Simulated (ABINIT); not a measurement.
# TaAgO3 (R3c): a self-consistent loop beyond G0W0, cycle by cycle

Aim: iterate the self-energy on TaAgO3 (R3c) and follow the gap from cycle to cycle.

Program: ABINIT 10.8.3. Level of theory: LDA and many-body steps on it, plane waves. Results are calculated unless marked as measured.

**What was measured.**

- Gap 3.36 eV: indirect optical gap from Kubelka-Munk plot; UV-Vis diffuse reflectance; powder (pristine, solid-state reaction at 900 C) (“Fabrication of ILs-Assisted AgTaO3 Nanoparticles for the Water Splitting Reaction: The Effect of ILs on Morphology and Photoactivity”, 2020, pmc:7559565).

This is a report of a sequence of runs, with most program output left out.

**1. Set-up**

Symmetry: R3c, No. 161, trigonal system. The conventional cell has a = 5.528 Å, b = 5.528 Å, c = 13.716 Å, α = 90.00°, β = 90.00°, γ = 120.00°. Nearest to Ta lie 6 O at 1.94 to 2.03 Å. Nearest to Ag lie 3 O at 2.46 Å. O has 2 Ta at 1.94 to 2.03 Å and 1 Ag at 2.46 Å nearest. Farther neighbours and most contacts between anions are not listed.

The cell and positions come from the Crystallography Open Database and are kept as given unless a step says otherwise. Spin-orbit coupling is left out unless a step names it.

**2. Empty states on the mesh, 4×4×4 mesh, 125 bands**

This step: ABINIT 10.8.3; DFT, LDA, plane waves, norm-conserving pseudopotentials.

The sums over transitions need many empty states on a uniform mesh; this step solves for them.

run.abi

```
acell 3*1.0 Angstrom
rprim 
  2.764050000011 1.595825011582 4.571966666692
  -2.764050000011 1.595825011582 4.571966666692
  -0.000000000000 -3.191650023098 4.571966666716
ntypat 3
znucl 73 47 8
natom 10
typat 1 1 2 2 3 3 3 3 3 3
xred 
  0.000000000000 0.000000000000 0.000000000000
  0.500000000000 0.500000000000 0.500000000000
  0.249200000000 0.249200000000 0.249200000000
  0.749200000000 0.749200000000 0.749200000000
  0.810800000000 0.700900000000 0.241300000000
  0.241300000000 0.810800000000 0.700900000000
  0.700900000000 0.241300000000 0.810800000000
  0.741300000000 0.200900000000 0.310800000000
  0.200900000000 0.310800000000 0.741300000000
  0.310800000000 0.741300000000 0.200900000000
pp_dirpath "pseudos"
pseudos "Ta.upf, Ag.upf, O.upf"
ecut 39
ngkpt 4 4 4
nshiftk 1
shiftk 0 0 0
kptopt 1
chksymbreak 0
iscf -2
irdden 1
istwfk *1
nband 125
nbdbuf 10
tolwfr 1e-09
nstep 60
prtvol 0
indata_prefix "in"
outdata_prefix "out"
tmpdata_prefix "tmp"
```

Started as:

```bash
OMP_NUM_THREADS=1 mpirun -n 4 abinit run.abi > log
```

It took 3.8 min on 4 MPI ranks of Arm Neoverse V1, shared host; peak memory 0.66 GiB.

Numbers from this step:

| Quantity | Value |
| --- | --- |
| gap | 1.976 eV |
| k of the valence top | -0.25, 0.25, 0.25 |
| k of the conduction bottom | 0.5, 0.5, 0 |
| least direct gap | 2.048 eV |
| k points computed | 13 |
| lowest point of the top converged band, above the valence top | 33.28 eV |

On this mesh the gap is 1.976 eV.

The density comes from a self-consistent run that is not shown.

**3. Screening, 4×4×4 mesh, 115 bands, screening to 89.8 eV**

The RPA dielectric matrix is built and inverted for each q.

This step: RPA screening on LDA, plane waves, norm-conserving pseudopotentials.

run.abi, as its differences from that of step 2:

```diff
@@ -28,10 +28,11 @@
 chksymbreak 0
-iscf -2
-irdden 1
 istwfk *1
-nband 125
-nbdbuf 10
-tolwfr 1e-09
-nstep 60
-prtvol 0
+occopt 1
+irdwfk 1
+optdriver 3
+nband 115
+ecuteps 3.3
+inclvkb 2
+awtr 1
+symchi 1
 indata_prefix "in"
```

Wall time 10 min (4 MPI ranks); peak memory 4.9 GiB.

This step gave:

```yaml
eps_infinity_with_local_fields_on_this_mesh_along_the_program_s_q_direction: 6.727
the_same_without_local_fields: 6.980
plasma_frequency: 33.76 eV
plane_waves_in_the_screening_matrix: 259
```

Local fields lower ε∞ by 4 %.

**4. G0W0**

The self-energy is evaluated for the states that the input lists, and the levels follow from it, in one-shot runs by the linearised quasiparticle equation.

This step: G0W0 on LDA, plane waves, norm-conserving pseudopotentials.

run.abi, as its differences from that of step 3:

```diff
@@ -31,8 +31,19 @@
 irdwfk 1
-optdriver 3
+optdriver 4
 nband 115
+gwcalctyp 0
+ecutsigx 39
+symsigma 1
+nkptgw 3
+kptgw 
+  -0.2500000000 0.2500000000 0.2500000000
+  0.5000000000 0.5000000000 0.0000000000
+  0.0000000000 0.0000000000 0.0000000000
+bdgw 
+  49 52
+  49 52
+  49 53
 ecuteps 3.3
-inclvkb 2
-awtr 1
-symchi 1
+irdscr 1
+ppmodel 1
 indata_prefix "in"
```

Elapsed: 54 s, on 4 MPI ranks; peak memory 3.4 GiB.

Numbers from this step:

```yaml
g0w0_gap_on_the_points_computed: 3.704 eV
starting_gap_on_the_mesh: 1.976 eV
k_of_the_valence_top: 0, 0, 0
k_of_the_conduction_bottom: 0, 0, 0
z_at_the_valence_top: 0.779
z_at_the_conduction_bottom: 0.833
least_direct_g0w0_gap_on_the_computed_points: 3.704 eV
```

The gap on the mesh goes from 1.98 eV to 3.70 eV, a correction of +1.73 eV.

**5. evGW0, cycle 1**

This step: evGW0 on LDA, plane waves, norm-conserving pseudopotentials.

run.abi, as its differences from that of step 4:

```diff
@@ -33,14 +33,34 @@
 nband 115
-gwcalctyp 0
+gwcalctyp 10
 ecutsigx 39
 symsigma 1
-nkptgw 3
+nkptgw 13
 kptgw 
+  0.0000000000 0.0000000000 0.0000000000
+  0.2500000000 0.0000000000 0.0000000000
+  0.5000000000 0.0000000000 0.0000000000
+  0.2500000000 0.2500000000 0.0000000000
+  0.5000000000 0.2500000000 0.0000000000
+  -0.2500000000 0.2500000000 0.0000000000
+  0.5000000000 0.5000000000 0.0000000000
+  0.2500000000 0.2500000000 0.2500000000
+  0.5000000000 0.2500000000 0.2500000000
   -0.2500000000 0.2500000000 0.2500000000
-  0.5000000000 0.5000000000 0.0000000000
-  0.0000000000 0.0000000000 0.0000000000
+  0.5000000000 0.5000000000 0.2500000000
+  -0.2500000000 0.5000000000 0.2500000000
+  0.5000000000 0.5000000000 0.5000000000
 bdgw 
-  49 52
-  49 52
-  49 53
+  23 64
+  23 64
+  23 64
+  23 64
+  23 64
+  23 64
+  23 64
+  23 64
+  23 64
+  23 64
+  23 64
+  23 64
+  23 64
 ecuteps 3.3
```

Elapsed: 48 min, on 4 MPI ranks; peak memory 9.9 GiB.

Numbers from this step:

```yaml
quasiparticle_gap_on_the_mesh: 4.003 eV
gap_of_the_density_functional_on_the_mesh: 1.976 eV
k_of_the_valence_top: 0, 0, 0
k_of_the_conduction_bottom: 0, 0, 0
z_at_the_valence_top: 0.779
z_at_the_conduction_bottom: 0.833
least_direct_quasiparticle_gap_on_the_computed_points: 4.003 eV
```

Against G0W0 in ABINIT (4×4×4 mesh, 115 bands, screening to 89.8 eV, Godby-Needs plasmon pole), the gap moves by +0.299 eV. This first cycle still uses the starting levels; it takes the full correction, at all points of the mesh, and its linearised value is 3.704 eV.

**6. evGW0, cycle 2**

The corrected levels of the last cycle go back in.

run.abi, as its differences from that of step 5:

```diff
@@ -68,2 +68,3 @@
 ppmodel 1
+irdqps 1
 indata_prefix "in"
```

Wall time 46 min (4 MPI ranks); peak memory 9.9 GiB; 3.1 h of CPU time.

Numbers from this step:

```yaml
quasiparticle_gap_on_the_mesh: 3.950 eV
gap_of_the_density_functional_on_the_mesh: 1.976 eV
k_of_the_valence_top: 0, 0, 0
k_of_the_conduction_bottom: 0, 0, 0
least_direct_quasiparticle_gap_on_the_computed_points: 3.950 eV
```

Against the cycle before, the gap moves by −0.053 eV.

**7. The runs together**

Times are wall times on 4 MPI ranks of Arm Neoverse V1, shared host, good to a factor of about two. A run's time includes the screening step that it read.

| run | mesh | bands | screening cutoff (eV) | DFT gap (eV) | gap on the mesh (eV) | direct (eV) | ε∞ used | time |
| --- | --- | --- | --- | --- | --- | --- | --- | --- |
| G0W0 | 4×4×4 | 115 | 89.8 | 1.976 | 3.704 | 3.704 | 6.73 | 11 min |
| evGW0, cycle 1 | 4×4×4 | 115 | 89.8 | 1.976 | 4.003 | 4.003 | 6.73 | 59 min |
| evGW0, cycle 2 | 4×4×4 | 115 | 89.8 | 1.976 | 3.950 | 3.950 | 6.73 | 57 min |

**8. Summary of results**

| Property | Result |
| --- | --- |
| G0W0 | 3.704 eV |
| evGW0, cycle 1 | 4.003 eV |
| evGW0, cycle 2 | 3.950 eV |
| known limits | not at the basis limit; d shell near the gap, gap tends to lie low; no spin-orbit coupling |

What this shows: Only the bands that the input lists are updated; the others, empty or deep, keep the functional's energies or take a rigid shift. evGW0 ends at 3.95 eV, +0.25 eV from G0W0, after 2 cycles that took 1.6 h beside the first screening; the last moved the gap by 0.053 eV, so the loop had not settled. The first cycle of evGW0 takes the full correction, without the factor Z, so it overshoots the one-shot value. Against experiment, by evGW0, cycle 2: the gap of 3.95 eV lies +0.59 eV from the measured 3.36 eV (indirect, 2020). These are gaps on the mesh, at modest bands and cutoff. The calculation has static nuclei and no excitons; a measured gap holds zero-point and thermal motion, which mostly lowers it. Bands and cutoff are finite, so the gap is not at the basis limit. The miss can reach some tenths of an eV and take either sign; the mesh is an error of its own. A d shell, filled or nearly so, lies near the gap. One-shot GW converges very slowly in bands there, not always from below, and on a semilocal start the gap tends to come out low; starts rich in exact exchange can overshoot instead. The many-body steps are scalar-relativistic: spin-orbit coupling is not in them.

[Paths, hosts, dates, memory and timing lines, banners, echoed tables and standing remarks are left out of the program output.]

[Logs are printed without paths, hosts, clocks, repeated set-up lines and the standing remarks that a program may print on its own settings, such as how far it seeks lower states.]

[Runs of the session that timed out or met a known fault of the program may be left out.]

[Hosts, paths, dates, database ids (printed as entryN), source tags and the programs' standing remarks are cut or masked in the printed files.]

[G0W0 gaps are taken among the corrected bands and points alone; a level outside them can change the order at an edge.]

[Where Ansatz stands beside ABINIT at settings called matched, ABINIT's density can come from a denser mesh and the files from another edition; pairs whose starting gaps differed by over 0.03 eV were left out, so agreement reads better than it is.]
